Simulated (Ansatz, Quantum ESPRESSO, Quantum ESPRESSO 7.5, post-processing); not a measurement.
**Au(111) with two reversed steps (an extrinsic fault): ballistic transmission**

Aim: the zero-bias transmission with pwcond for this junction: Au(111) with two reversed steps (an extrinsic fault).

Calculated with Quantum ESPRESSO 7.5; plane-wave DFT, PBE, JTH PAW pseudopotentials (cross-check by Ansatz 0.2.0 with PAW datasets).

This is a report of a sequence of runs, with most program output left out.

## 1. The starting structure

The cell holds 16 atoms: 16 Au. Cell: a = 2.949 Å, b = 2.949 Å, c = 38.521 Å, α = 90.0°, β = 90.0°, γ = 60.0°. It derives from Au. Regions: left lead, 6 atoms (6 Au); channel, 4 atoms (4 Au); right lead, 6 atoms (6 Au). The structure is stacked along c, and the current runs across the ab planes.

## 2. Ground state

One periodic cell holds a stretch of lead, the junction and more lead; the atoms stay as built.

Input file scf.in:

```
&control
  prefix = 'scf'
  outdir = './out'
  pseudo_dir = './pseudo'
  calculation = 'scf'
  tprnfor = .true.
/
&system
  ibrav = 0
  nat = 16
  ntyp = 1
  ecutwfc = 45
  ecutrho = 360
  occupations = 'smearing'
  smearing = 'mv'
  degauss = 0.01
/
&electrons
  conv_thr = 1e-07
  mixing_beta = 0.25
  electron_maxstep = 120
  mixing_mode = 'local-TF'
/
ATOMIC_SPECIES
  Au  196.9666  Au.GGA_PBE-JTH.UPF
CELL_PARAMETERS angstrom
  2.94863527754790 0.00000000000000 0.00000000000000
  1.47431763877395 2.55359305685146 0.00000000000000
  0.00000000000000 0.00000000000000 38.52080996033183
ATOMIC_POSITIONS crystal
  Au  0.000000000000 0.000000000000 0.000000000000
  Au  0.333333333000 0.333333333000 0.062500000000
  Au  0.666666667000 0.666666667000 0.125000000000
  Au  0.000000000000 0.000000000000 0.187500000000
  Au  0.333333333000 0.333333333000 0.250000000000
  Au  0.666666667000 0.666666667000 0.312500000000
  Au  0.333333333000 0.333333333000 0.375000000000
  Au  0.000000000000 0.000000000000 0.437500000000
  Au  0.333333333000 0.333333333000 0.500000000000
  Au  0.666666667000 0.666666667000 0.562500000000
  Au  0.000000000000 0.000000000000 0.625000000000
  Au  0.333333333000 0.333333333000 0.687500000000
  Au  0.666666667000 0.666666667000 0.750000000000
  Au  0.000000000000 0.000000000000 0.812500000000
  Au  0.333333333000 0.333333333000 0.875000000000
  Au  0.666666667000 0.666666667000 0.937500000000
K_POINTS automatic
  9 9 1 0 0 0
```

Command:

```sh
$ OMP_NUM_THREADS=1 mpirun -n 4 pw.x -nk 4 -in scf.in > scf.out
```

Elapsed: 5 min, on 4 MPI ranks of Arm Neoverse V2, shared host; peak memory 1.6 GiB.

Read from the output:

| Property | Result |
| --- | --- |
| free energy | -168741.5005 eV |
| Fermi energy | 14.65 eV |

The program's own clock; routines nest. Time by routine:

```
     routine  wall time (s)  calls
       PWSCF          302.2      1
   electrons          291.9      1
     c_bands          249.8     23
     cegterg          220.6     69
       h_psi          115.7    404
        fftw          68.23  61300
    vloc_psi          65.88    404
      calbec          32.04    485
  add_vuspsi          24.49    404
       s_psi          24.48    404
h_psi:calbec           24.4    404
    sum_band          20.83     23
     PAW_pot          10.89     23
    init_run           8.06      1
```

The run needed 22 iterations to bring the estimated error under 1e-07 Ry; the largest force on any atom, held or free, is 0.03 eV/Å.

## 3. The open system

prefixt takes both regions from one run: the lead from 0 to bdl, the scattering region from bdl to bds (units of alat). ikind = 1 puts the same lead on both sides. The program's T_tot counts both spins in a run without spin; the tables below give T per spin.

Input file cond.in:

```
&inputcond
  outdir = './out'
  prefixt = 'scf'
  tran_file = 'cond.dat'
  bdl = 2.4494897436
  bds = 13.0639452947
  ikind = 1
  ewind = 4.0
  epsproj = 1e-05
  nz1 = 7
  energy0 = 0.4
  denergy = -0.4
/
19
  0.00000000 0.00000000 0.00694444
  0.00000000 0.08333333 0.04166667
  0.00000000 0.16666667 0.04166667
  0.00000000 0.25000000 0.04166667
  0.00000000 0.33333333 0.04166667
  0.00000000 0.41666667 0.04166667
  0.00000000 0.50000000 0.02083333
  0.08333333 0.16666667 0.04166667
  0.08333333 0.25000000 0.08333333
  0.08333333 0.33333333 0.08333333
  0.08333333 0.41666667 0.08333333
  0.08333333 0.50000000 0.08333333
  0.16666667 0.33333333 0.04166667
  0.16666667 0.41666667 0.08333333
  0.16666667 0.50000000 0.08333333
  0.16666667 0.58333333 0.04166667
  0.25000000 0.50000000 0.04166667
  0.25000000 0.58333333 0.08333333
  0.33333333 0.66666667 0.01388889
3
```

Command:

```sh
$ OMP_NUM_THREADS=1 mpirun -n 4 pwcond.x -in cond.in > cond.out
```

The job ended after 97 s (4 MPI ranks; peak memory 0.3 GiB).

This step gave:

| Quantity | Value |
| --- | --- |
| lead channels at the Fermi level, one spin | 0.8542 |
| transmission at the Fermi level, one spin | 0.8489 |
| conductance | 0.8489 G₀ |

Per spin; mean over the k mesh across the current. Table of open channels, zone mean by energy, zero at the Fermi level:

```
energy (eV)  open channels, zone mean
     -0.400                     0.729
      0.000                     0.854
      0.400                     0.812
```

Per spin; mean over the k mesh across the current. Transmission, zone mean against energy, zero at the Fermi level:

```
energy (eV)  transmission, zone mean
     -0.400                    0.636
      0.000                    0.849
      0.400                    0.798
```

At 0.000 eV; k in fractions of b1, b2. Transmission by k point:

```
     k1       k2    weight       t  channels
      0        0  0.006944       0         0
      0  0.08333   0.04167       1         1
      0   0.1667   0.04167       1         1
      0     0.25   0.04167       1         1
      0   0.3333   0.04167  0.9998         1
      0   0.4167   0.04167  0.9982         1
      0      0.5   0.02083  0.7973         1
0.08333   0.1667   0.04167       1         1
0.08333     0.25   0.08333       1         1
0.08333   0.3333   0.08333  0.9998         1
0.08333   0.4167   0.08333  0.9993         1
0.08333      0.5   0.08333  0.9954         1
 0.1667   0.3333   0.04167  0.9996         1
 0.1667   0.4167   0.08333  0.9951         1
 0.1667      0.5   0.08333  0.9999         1
 0.1667   0.5833   0.04167       0         0
   0.25      0.5   0.04167  0.9993         1
   0.25   0.5833   0.08333       0         0
 0.3333   0.6667   0.01389       0         0
```

The program's own clock; routines nest. Time by routine:

```
     routine  wall time (s)  calls
      PWCOND          96.27      1
scatter_forw          85.01    114
       local           4.82     19
      compbs           3.41     57
    compbs_2           2.82     57
        init           1.22      1
       poten           0.07      1
```

At no point does T exceed the number of channels.

## 4. Transmission with pwcond.x, with nz1 = 1

How much does a setting matter? One run is repeated with a change.

cond.w.in, as its differences from the input of step 3:

```diff
@@ -3,3 +3,3 @@
   prefixt = 'scf'
-  tran_file = 'cond.dat'
+  tran_file = 'cond.w.dat'
   bdl = 2.4494897436
@@ -9,3 +9,3 @@
   epsproj = 1e-05
-  nz1 = 7
+  nz1 = 1
   energy0 = 0.4
```

Command:

```sh
$ OMP_NUM_THREADS=1 mpirun -n 4 pwcond.x -in cond.w.in > cond.w.out
```

Elapsed: 57 s, on 4 MPI ranks; peak memory 0.28 GiB.

The changed values were drawn from a wide range, not chosen for quality; the comparison shows what they did here together.

Beside the run it was changed from:

```
                                  quantity  this run  unchanged run  difference
 transmission at the Fermi level, one spin    0.8374         0.8489      -0.012
lead channels at the Fermi level, one spin    0.8542         0.8542           0
                             wall time (s)        57             97
```

Over all energies T moves by up to 0.012, at 0 eV.

The physical values in this table move by up to 1.4 %.

## 5. Transmission with pwcond.x, with ewind, epsproj = [0.1, 0.1]

One more run, with a changed input.

cond.bad.in, as its differences from the input of step 3:

```diff
@@ -3,3 +3,3 @@
   prefixt = 'scf'
-  tran_file = 'cond.dat'
+  tran_file = 'cond.bad.dat'
   bdl = 2.4494897436
@@ -7,4 +7,4 @@
   ikind = 1
-  ewind = 4.0
-  epsproj = 1e-05
+  ewind = 0.1
+  epsproj = 0.1
   nz1 = 7
```

Command:

```sh
$ OMP_NUM_THREADS=1 mpirun -n 4 pwcond.x -in cond.bad.in > cond.bad.out
```

The job ended after 49 s (4 MPI ranks; peak memory 0.28 GiB).

The run finished, but its numbers are not taken as the system's. The fault: a window of plane waves far too small, with a loose projection threshold.

Beside the run it was changed from:

```
                                  quantity  this run  unchanged run  difference
 transmission at the Fermi level, one spin    0.7263         0.8489       -0.12
lead channels at the Fermi level, one spin    0.9167         0.8542       0.062
                             wall time (s)        49             97
```

Over all energies T moves by up to 0.12, at 0 eV.

The physical values in this table move by up to 14 %.

## 6. Cross-check with Ansatz

A second code with its own PAW datasets, on the same atoms.

Level of this step: plane-wave DFT, PBE, Ansatz PAW (Ansatz 0.2.0).

Input file input.yaml:

```yaml
crystal:
  lattice:
    - [2.9486352775, 0.0, 0.0]
    - [1.4743176388, 2.5535930569, 0.0]
    - [0.0, 0.0, 38.5208099603]
  atoms:
    - { symbol: Au, position: [0.0, 0.0, 0.0] }
    - { symbol: Au, position: [0.333333333, 0.333333333, 0.0625] }
    - { symbol: Au, position: [0.666666667, 0.666666667, 0.125] }
    - { symbol: Au, position: [0.0, 0.0, 0.1875] }
    - { symbol: Au, position: [0.333333333, 0.333333333, 0.25] }
    - { symbol: Au, position: [0.666666667, 0.666666667, 0.3125] }
    - { symbol: Au, position: [0.333333333, 0.333333333, 0.375] }
    - { symbol: Au, position: [0.0, 0.0, 0.4375] }
    - { symbol: Au, position: [0.333333333, 0.333333333, 0.5] }
    - { symbol: Au, position: [0.666666667, 0.666666667, 0.5625] }
    - { symbol: Au, position: [0.0, 0.0, 0.625] }
    - { symbol: Au, position: [0.333333333, 0.333333333, 0.6875] }
    - { symbol: Au, position: [0.666666667, 0.666666667, 0.75] }
    - { symbol: Au, position: [0.0, 0.0, 0.8125] }
    - { symbol: Au, position: [0.333333333, 0.333333333, 0.875] }
    - { symbol: Au, position: [0.666666667, 0.666666667, 0.9375] }
kpoints:
  mp_grid: { grid: [9, 9, 1] }
hamiltonian:
  xc: pbe
scf:
  occupations: { method: fermi_dirac, width: 0.1 }
  convergence: { dr2_threshold: 1.0e-08 }
output:
  transmission: { leads: [[0, 3]], e_range: [-0.4, 0.4], de: 0.4, kmesh: [12, 12] }
  write_potential: true
  write_density: true
  volumetric_format: npy
```

Command:

```sh
$ ansatz run input.yaml --threads 4 --pin off --max-ram 8192MiB --backend cpu --events-out ev --progress --plain --runs-dir out
```

Elapsed: 15 s, on 4 threads; peak memory 1.3 GiB; 55 s of CPU time.

Read from the output:

| Property | Result |
| --- | --- |
| free energy | -210389.4752 eV |
| energy at zero smearing | -210389.4247 eV |
| smearing term TS | 0.1010 eV |
| Fermi energy | 18.97 eV |
| symmetry operations | 12 |
| transmission at the Fermi level, one spin | 0.8501 |
| step of the lead's Hamiltonian over a period | 6.1 meV |

Per spin; mean over the k mesh across the current. The transmission, zone mean by energy, zero at the Fermi level:

```
energy (eV)  transmission, zone mean
     -0.400                    0.642
      0.000                    0.850
      0.400                    0.796
```

Per spin; mean over the k mesh across the current. Table of open channels, zone mean by energy, zero at the Fermi level:

```
energy (eV)  open channels, zone mean
     -0.400                     0.729
      0.000                     0.854
      0.400                     0.812
```

Ansatz finds T = 0.850 against pwcond's 0.849.

## 7. All levels side by side

All levels:

```
                   step  T at the Fermi level (per spin)  conductance (G0)  r.m.s. T(E) from the first  CPU time of the step (s)  peak memory (GiB)
                 Ansatz                           0.8501                 -                           0                     55.04              1.326
                 pwcond                           0.8489            0.8489                    0.003964                     386.9                0.3
pwcond, changed setting                           0.8374            0.8374                     0.00954                     228.5               0.28
```

Per spin; mean over the k mesh across the current. Transmission, zone mean against energy, zero at the Fermi level:

```
energy (eV)  Ansatz  pwcond  pwcond, changed setting
     -0.400   0.642   0.636                    0.632
      0.000   0.850   0.849                    0.837
      0.400   0.796   0.798                    0.795
```

## 8. The arithmetic

The Landauer sum over the mesh, Σ w T = 0.0833 × 1 + 0.0833 × 1 + 0.0833 × 1 + … = 0.8489.

G = 0.849 × 77.48 µS = 65.8 µS a cell. Times the area of 7.530 Å², the resistance-area product is A/G = 1.14 fΩ m², the leads' contact resistance included.

Free electrons at 1 an atom (3 atoms in 54.4 Å³) have k_F = 1.178 1/Å and offer A k_F²/4π = 0.83 channels per spin; the lead has 0.85 on this mesh.

## 9. What came out

```
conductance from T at the Fermi level, a cell (G₀ = 2e²/h) : 0.849 G₀
conductance per area                                       : 874 S/μm²
lead channels per spin                                     : 0.85
the same conductance by Ansatz                             : 0.850 G₀
```

In words: The junction conducts 0.849 G₀ a cell at the Fermi level (PBE, JTH PAW). At the Fermi level the junction passes 99 % of what the leads offer, nearly all. At the Fermi level pwcond and Ansatz differ by 0.14 %, a close match. The mean rests on 19 distinct points, the heaviest weighing 0.08, and the mesh was not tested, so even the second digit is unsure. Over -0.4 to 0.4 eV, T lies between 0.64 and 0.85 per spin. The geometry is as built, not relaxed, and the leads are short. Spin-orbit coupling is left out; depending on the atoms that carry the levels of interest, it can split and shift them by tenths of an eV to an eV or more.

[Logs are printed without paths, hosts, clocks, repeated set-up lines and the standing remarks that a program may print on its own settings, such as how far it seeks lower states.]

[Hosts, paths, dates, database ids (printed as entryN), source tags and the programs' standing remarks are cut or masked in the printed files.]

[Maps of the electrostatic potential energy from Ansatz leave out the sawtooth potential of an applied field or a dipole correction, so their vacuum need not be flat; planar profiles and work functions include it.]
